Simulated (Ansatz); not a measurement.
# How GaP (F-43m) expands on warming, part 3 of 3

Wanted: α(T), C_P(T) and B(T) of GaP in the quasi-harmonic approximation.

What experiment has found for this phase:
- volume expansion coefficient 15.9 1e-6/K, heat capacity C_P per formula unit 44.2 J/mol/K and bulk modulus 88.7 GPa near room temperature (given in “High-Throughput Prediction of Finite-Temperature Properties using the Quasi-Harmonic Approximation”, 2016, arXiv:1603.06924)

Ansatz 0.2.0; DFT RPBE, scalar-relativistic, plane waves, PAW.

So far, principal linear expansion coefficients at 298 K (× 1e-6/K): step 6 (phonons on strained cells, q-mesh 2×2×2) 5.77. Also gap on the k-mesh (eV): step 2 (a first coarse run) 1.76; step 3 (finding the static equilibrium) 1.49; step 6 1.49. The relaxed cell has a = 5.555 Å (conventional setting).

**7. The quasi-harmonic study, q-mesh 4×4×4**

The study relaxes the crystal at several strains, solves the phonons on some of them and minimises the free energy at each temperature (static energy, vibrations, the electrons in a metal, and PV under a set pressure); the q-mesh sets how far the force constants reach.

Input file input.yaml:

```yaml
crystal:
  lattice:
    - [0.0, 2.7774910093, 2.7774910093]
    - [2.7774910093, 0.0, 2.7774910093]
    - [2.7774910093, 2.7774910093, 0.0]
  atoms:
    - { symbol: Ga, position: [0.0, 0.0, 0.0] }
    - { symbol: P, position: [0.25, 0.25, 0.25] }
kpoints:
  mp_grid: { grid: [8, 8, 8] }
hamiltonian:
  xc: rpbe
scf:
  occupations: { method: fixed }
output:
  eigenvalues: true
phonons:
  method: dfpt
  qmesh: [4, 4, 4]
  temperatures: { t_max: 800.0, t_step: 50 }
  thermal_expansion: {}
```

Started as:

```sh
$ ansatz run input.yaml --threads 2 --pin off --max-ram 5120MiB --backend cpu --events-out ev --progress --plain --runs-dir out
```

Numbers of over 12 decimals in the logs are rounded to 6 here.

The log of the run:

```text
[...]
Crystal: 2 atoms, lattice volume = 42.854 Å³
Basis set: ecut = 487.2 eV, 1037 PW (Γ), exchange–correlation on 60×60×60 points (8 copies of the dense FFT grid, shifted against one another)
Bands: 13, of which v1, the nominal top of the filled ones, is band 9 counted from 1 (8 counted from 0)
Symmetry: 24 space group operations
[...]
k-points: 29 of 512 (time reversal used)
[...]
SCF iter   1: F=—  HF=-4548.406383 eV  |F-HF|=—  |Δ(HF+E_count)|=         —  Δρ=3.40e-3  dr2=2.06e-3  ethr=1.77e-3  ⟨swp⟩=5.0  Hψ=2006  notcnv=0  defer=50
[...]
SCF iter   8: F=-4548.405228 eV  HF=-4548.405228 eV  |F-HF|=2.55e-11  |Δ(HF+E_count)|=   6.10e-9  Δρ=1.12e-7  dr2=4.49e-12  ethr=1.00e-12  ⟨swp⟩=9.8  Hψ=3229  notcnv=0
SCF 1 converged in 8 iterations: F = -4548.405228 eV  dr2 = 4.49e-12
[...]
relax step   1: F+E_penalty+E_count = -4548.40522844 eV  Δ(F+E_penalty+E_count) = +0.000e0 eV  max|allowed force component| = 2.498e-16 eV/Å  Δτ_max = 0.0000 Å  (8 SCF iters, accepted)
SCF converged after 8 iterations
Free energy (F): -4548.405228 eV
[...]
Internal energy: -4548.405228 eV  (E = F + TS)
E sigma→0 (E₀):  -4548.405228 eV
Fermi energy:    6.483252 eV
[...]
--- Stress (GPa, compression-positive) ---
        0.007632      -0.000000      -0.000000
       -0.000000       0.007632       0.000000
        0.000000       0.000000       0.007632
  P = ⅓ Tr σ = 0.0076 GPa (0.076 kbar)
--- Band table (eV; the first three rows and the last of 29) ---
  k-point 0: bands = [... 5 lower, -5.5665, 6.4833, 6.4833, 6.4833, 7.9769, 10.4180, 10.4180, 10.4180]
  k-point 1: bands = [... 5 lower, -5.3794, 4.8888, 6.2752, 6.2752, 8.7119, 10.7415, 10.7415, 10.9069]
  k-point 2: bands = [... 5 lower, -4.8504, 2.7643, 5.8761, 5.8761, 8.5351, 11.2294, 11.2294, 12.6527]
  k-point 28: bands = [... 5 lower, -2.7996, 0.2166, 3.1991, 3.3615, 11.1416, 11.2576, 12.4907, 12.7325]
── thermal expansion: 3 new cells, 3 in all ──
thermal expansion: relaxation of cell 2
thermal expansion: relaxation of cell 3
── thermal expansion: 2 new cells, 5 in all ──
thermal expansion: relaxation of cell 4
thermal expansion: lower-state search of cell 4
thermal expansion: phonons of cell 4
thermal expansion: relaxation of cell 5
thermal expansion: phonons of cell 5
── thermal expansion: 5 new cells, 10 in all ──
thermal expansion: relaxation of cell 6
thermal expansion: relaxation of cell 7
thermal expansion: relaxation of cell 8
thermal expansion: relaxation of cell 9
thermal expansion: relaxation of cell 10
thermal expansion: phonons of cell 6
thermal expansion: phonons of cell 7
--- Relaxed structure (1 steps of the walk, 1 accepted, 0 SCFs on fresh bases) ---
  F+E_penalty+E_count = -4548.40522844 eV   max|allowed force component| = 2.498e-16 eV/Å
  atoms:
    - { symbol: Ga, position: [0.0, 0.0, 0.0] }
    - { symbol: P, position: [0.25, 0.25, 0.25] }
--- Thermal expansion: 10 cells in 3 rounds, 0 GPa ---
  no lower state was reached at cell 4
  without vibrations: a 3.92811, b 3.92811, c 3.92811 Å, V 42.8585 Å³, B 71.10 GPa
  at 0 K: a 3.93476, b 3.93476, c 3.93476 Å, V 43.0765 Å³, B 69.90 GPa
  zero-point expansion: a +0.169, b +0.169, c +0.169, V +0.509 %
[...]
0.00    3.93476    3.93476    3.93476    43.0765 |    0.00    0.00    0.00    0.00 |   10.86 |     0.000     0.000 |    69.90    69.90
   100.00    3.93501    3.93501    3.93501    43.0846 |    2.21    2.21    2.21    6.64 |   15.40 |    23.409    23.401 |    69.66    69.68
   200.00    3.93661    3.93661    3.93661    43.1372 |    5.48    5.48    5.48   16.43 |   18.70 |    38.845    38.749 |    68.89    69.06
   298.15    3.93902    3.93902    3.93902    43.2165 |    6.82    6.82    6.82   20.45 |       - |    44.444    44.223 |    67.99    68.33
   350.00    3.94046    3.94046    3.94046    43.2638 |    7.21    7.21    7.21   21.64 |   21.09 |    45.950    45.662 |    67.50    67.93
   450.00    3.94341    3.94341    3.94341    43.3611 |    7.72    7.72    7.72   23.16 |   22.03 |    47.680    47.260 |    66.53    67.12
   550.00    3.94653    3.94653    3.94653    43.4640 |    8.07    8.07    8.07   24.20 |   22.74 |    48.662    48.109 |    65.55    66.30
   650.00    3.94977    3.94977    3.94977    43.5712 |    8.34    8.34    8.34   25.02 |   23.32 |    49.298    48.608 |    64.56    65.47
   750.00    3.95311    3.95311    3.95311    43.6819 |    8.58    8.58    8.58   25.74 |   23.83 |    49.757    48.926 |    63.56    64.64
   800.00    3.95482    3.95482    3.95482    43.7386 |    8.69    8.69    8.69   26.08 |   24.07 |    49.946    49.043 |    63.06    64.22
[...]
vibrations' free energy: its fit passes through its cells
  the electrons' free energy at temperature is not in it: every band gap is over 0.83 eV
  free energies summed between the sampled wave vectors
[...]
band gaps on the cells' k-points are 1.165 to 1.691 eV
```

Wall time 16 min (2 threads of Arm Neoverse V1, shared host); peak memory 1.2 GiB; 31 min of CPU time.

Numbers from this step:

| Property | Result |
| --- | --- |
| volume expansion coefficient at 298 K | 20.45 1e-6/K |
| C_P at 298 K | 22.22 J/mol-atom/K |
| entropy at 298 K | 27.18 J/mol-atom/K |
| isothermal bulk modulus at 298 K | 67.99 GPa |
| Grüneisen parameter at 298 K | 0.8185 |
| volume at 298 K | 21.61 Å³/atom |
| principal linear expansion coefficients at 298 K | 6.818, 6.818, 6.818 1e-6/K |

Strained cells of the study; zero-point energy where phonons were solved; the pressures are stresses at a fixed cutoff and can carry an offset from the finite basis. Expansion cells, by row:

| cell | \|a\| (Å) | \|b\| (Å) | \|c\| (Å) | V (Å³/atom) | E - E_lowest (meV/atom) | pressure, compression positive (GPa) | gap (eV) | zero-point energy (meV/atom) |
| --- | --- | --- | --- | --- | --- | --- | --- | --- |
| 1 | 3.928 | 3.928 | 3.928 | 21.43 | 0 | -0.014 | 1.494 | - |
| 2 | 3.959 | 3.959 | 3.959 | 21.95 | 2.638 | -1.623 | 1.303 | - |
| 3 | 3.897 | 3.897 | 3.897 | 20.92 | 2.8 | 1.781 | 1.674 | - |
| 4 | 3.928 | 3.928 | 3.928 | 21.43 | 0.001 | -0.04 | 1.491 | 43.49 |
| 5 | 3.948 | 3.948 | 3.948 | 21.76 | 1.085 | -1.066 | 1.371 | 42.78 |
| 6 | 3.94 | 3.94 | 3.94 | 21.63 | 0.413 | -0.673 | 1.418 | 43.06 |
| 7 | 3.964 | 3.964 | 3.964 | 22.03 | 3.527 | -1.86 | 1.273 | 42.19 |
| 8 | 3.889 | 3.889 | 3.889 | 20.8 | 4.3 | 2.235 | 1.691 | - |
| 9 | 3.909 | 3.909 | 3.909 | 21.12 | 1.044 | 1.06 | 1.612 | - |
| 10 | 3.982 | 3.982 | 3.982 | 22.33 | 7.792 | -2.685 | 1.165 | - |

Quasi-harmonic; a, b, c are the run's own cell vectors. Expansion, by row:

| T (K) | a (Å) | b (Å) | c (Å) | alpha (deg) | beta (deg) | gamma (deg) | cell volume (Å³/cell) | alpha_a (1e-6/K) | alpha_b (1e-6/K) | alpha_c (1e-6/K) | alpha_V (1e-6/K) | C_P (J/mol-atom/K) | C_V (J/mol-atom/K) | S (J/mol-atom/K) | B_T (GPa) | B_S (GPa) | Grueneisen | extrapolation | fit error (1e-6/K) |
| --- | --- | --- | --- | --- | --- | --- | --- | --- | --- | --- | --- | --- | --- | --- | --- | --- | --- | --- | --- |
| 0 | 3.935 | 3.935 | 3.935 | 60 | 60 | 60 | 43.08 | 0 | 0 | 0 | 0 | 0 | 0 | 0 | 69.9 | 69.9 | - | 0 | 0 |
| 50 | 3.935 | 3.935 | 3.935 | 60 | 60 | 60 | 43.08 | 0.34 | 0.34 | 0.34 | 1.01 | 5.041 | 5.041 | 2.284 | 69.86 | 69.86 | 0.181 | 0 | 0 |
| 100 | 3.935 | 3.935 | 3.935 | 60 | 60 | 60 | 43.08 | 2.21 | 2.21 | 2.21 | 6.64 | 11.71 | 11.7 | 7.909 | 69.66 | 69.68 | 0.513 | 0 | 0 |
| 150 | 3.936 | 3.936 | 3.936 | 60 | 60 | 60 | 43.11 | 4.18 | 4.18 | 4.18 | 12.54 | 16.51 | 16.49 | 13.64 | 69.31 | 69.4 | 0.684 | 0 | 0.01 |
| 200 | 3.937 | 3.937 | 3.937 | 60 | 60 | 60 | 43.14 | 5.48 | 5.48 | 5.48 | 16.43 | 19.42 | 19.37 | 18.82 | 68.89 | 69.06 | 0.759 | 0 | 0.01 |
| 250 | 3.938 | 3.938 | 3.938 | 60 | 60 | 60 | 43.18 | 6.3 | 6.3 | 6.3 | 18.89 | 21.16 | 21.09 | 23.36 | 68.44 | 68.7 | 0.797 | 0 | 0.02 |
| 298.1 | 3.939 | 3.939 | 3.939 | 60 | 60 | 60 | 43.22 | 6.82 | 6.82 | 6.82 | 20.45 | 22.22 | 22.11 | 27.18 | 67.99 | 68.33 | 0.818 | 0 | 0.02 |
| 300 | 3.939 | 3.939 | 3.939 | 60 | 60 | 60 | 43.22 | 6.83 | 6.83 | 6.83 | 20.5 | 22.25 | 22.14 | 27.32 | 67.98 | 68.32 | 0.819 | 0 | 0.02 |
| 350 | 3.94 | 3.94 | 3.94 | 60 | 60 | 60 | 43.26 | 7.21 | 7.21 | 7.21 | 21.64 | 22.98 | 22.83 | 30.81 | 67.5 | 67.93 | 0.834 | 0 | 0.02 |
| 400 | 3.942 | 3.942 | 3.942 | 60 | 60 | 60 | 43.31 | 7.5 | 7.5 | 7.5 | 22.49 | 23.48 | 23.3 | 33.91 | 67.02 | 67.53 | 0.844 | 0 | 0.02 |
| 450 | 3.943 | 3.943 | 3.943 | 60 | 60 | 60 | 43.36 | 7.72 | 7.72 | 7.72 | 23.16 | 23.84 | 23.63 | 36.7 | 66.53 | 67.12 | 0.852 | 0 | 0.02 |
| 500 | 3.945 | 3.945 | 3.945 | 60 | 60 | 60 | 43.41 | 7.91 | 7.91 | 7.91 | 23.72 | 24.11 | 23.87 | 39.23 | 66.04 | 66.71 | 0.858 | 0 | 0.02 |
| 550 | 3.947 | 3.947 | 3.947 | 60 | 60 | 60 | 43.46 | 8.07 | 8.07 | 8.07 | 24.2 | 24.33 | 24.05 | 41.53 | 65.55 | 66.3 | 0.863 | 0 | 0.01 |
| 600 | 3.948 | 3.948 | 3.948 | 60 | 60 | 60 | 43.52 | 8.21 | 8.21 | 8.21 | 24.63 | 24.5 | 24.19 | 43.66 | 65.05 | 65.89 | 0.868 | 0 | 0.01 |
| 650 | 3.95 | 3.95 | 3.95 | 60 | 60 | 60 | 43.57 | 8.34 | 8.34 | 8.34 | 25.02 | 24.65 | 24.3 | 45.63 | 64.56 | 65.47 | 0.872 | 0 | 0.01 |
| 700 | 3.951 | 3.951 | 3.951 | 60 | 60 | 60 | 43.63 | 8.46 | 8.46 | 8.46 | 25.39 | 24.77 | 24.39 | 47.46 | 64.06 | 65.06 | 0.876 | 0 | 0.02 |
| 750 | 3.953 | 3.953 | 3.953 | 60 | 60 | 60 | 43.68 | 8.58 | 8.58 | 8.58 | 25.74 | 24.88 | 24.46 | 49.17 | 63.56 | 64.64 | 0.88 | 0 | 0.04 |
| 800 | 3.955 | 3.955 | 3.955 | 60 | 60 | 60 | 43.74 | 8.69 | 8.69 | 8.69 | 26.08 | 24.97 | 24.52 | 50.78 | 63.06 | 64.22 | 0.883 | 0 | 0.05 |

Table of expansion coefficient by temperature; values in 1e-6/K:

| temperature (K) | volume | principal 1 |
| --- | --- | --- |
| 0 | 0 | 0 |
| 50 | 1.01 | 0.34 |
| 100 | 6.64 | 2.21 |
| 150 | 12.5 | 4.18 |
| 200 | 16.4 | 5.48 |
| 250 | 18.9 | 6.3 |
| 298 | 20.4 | 6.82 |
| 300 | 20.5 | 6.83 |
| 350 | 21.6 | 7.21 |
| 400 | 22.5 | 7.5 |
| 450 | 23.2 | 7.72 |
| 500 | 23.7 | 7.91 |
| 550 | 24.2 | 8.07 |
| 600 | 24.6 | 8.21 |
| 650 | 25.0 | 8.34 |
| 700 | 25.4 | 8.46 |
| 750 | 25.7 | 8.58 |
| 800 | 26.1 | 8.69 |

Changing the q-mesh (2×2×2 → 4×4×4) takes the volume expansion at 298 K from 17.3 to 20.5 × 10⁻⁶/K and B_T from 68.0 to 68.0 GPa.

**8. What came out**

```json
{
  "settings of these figures": "RPBE, 487.2 eV, k 8×8×8, q 4×4×4",
  "volume expansion coefficient at 298 K": "20.45 1e-6/K",
  "C_P at 298 K": "22.22 J/mol-atom/K",
  "entropy at 298 K": "27.18 J/mol-atom/K",
  "isothermal bulk modulus at 298 K": "67.99 GPa",
  "Grüneisen parameter at 298 K": "0.8185",
  "volume at 298 K": "21.61 Å³/atom",
  "principal linear expansion coefficients at 298 K": "6.818, 6.818, 6.818 1e-6/K"
}
```

**Reading.** Near room temperature GaP expands by 20.5 × 10⁻⁶/K in volume by RPBE, with C_P = 22.2 J/(mol K) per mole of atoms and B_T = 68.0 GPa. C_P at room temperature is 89 % of the classical 3R an atom, so the stiffest modes are still partly frozen out. A measured volume expansion coefficient near room temperature is 15.9 1e-6/K (arXiv:1603.06924); the calculated 20.5 1e-6/K differs by +29 %. A measured bulk modulus near room temperature is 88.7 GPa (arXiv:1603.06924); the calculated 68.0 GPa differs by -23 %. The table does not say whether its value is isothermal or adiabatic. A measured heat capacity per formula unit near room temperature is 44.2 J/mol/K (arXiv:1603.06924); the calculated 44.4 J/mol/K differs by +1 %. The expansion still moved strongly between the settings tried, so its convergence is not shown. Changing the q-mesh moves the volume expansion at 298 K between 17.3 and 20.5 × 10⁻⁶/K, while the CPU time spans a factor of 5.0. The interpolation has no quadrupole term, so branches near the zone centre are less sure, since this crystal has sites that are not centres of inversion. The PAW files were made for PBE and are used here under another functional, for which the program regenerates the frozen cores.

[Logs are printed without paths, hosts, clocks, repeated set-up lines and the standing remarks that a program may print on its own settings, such as how far it seeks lower states.]

[Hosts, paths, dates, database ids (printed as entryN), source tags and the programs' standing remarks are cut or masked in the printed files.]

[A step with changed settings may run another functional than the one named; its input shows which.]
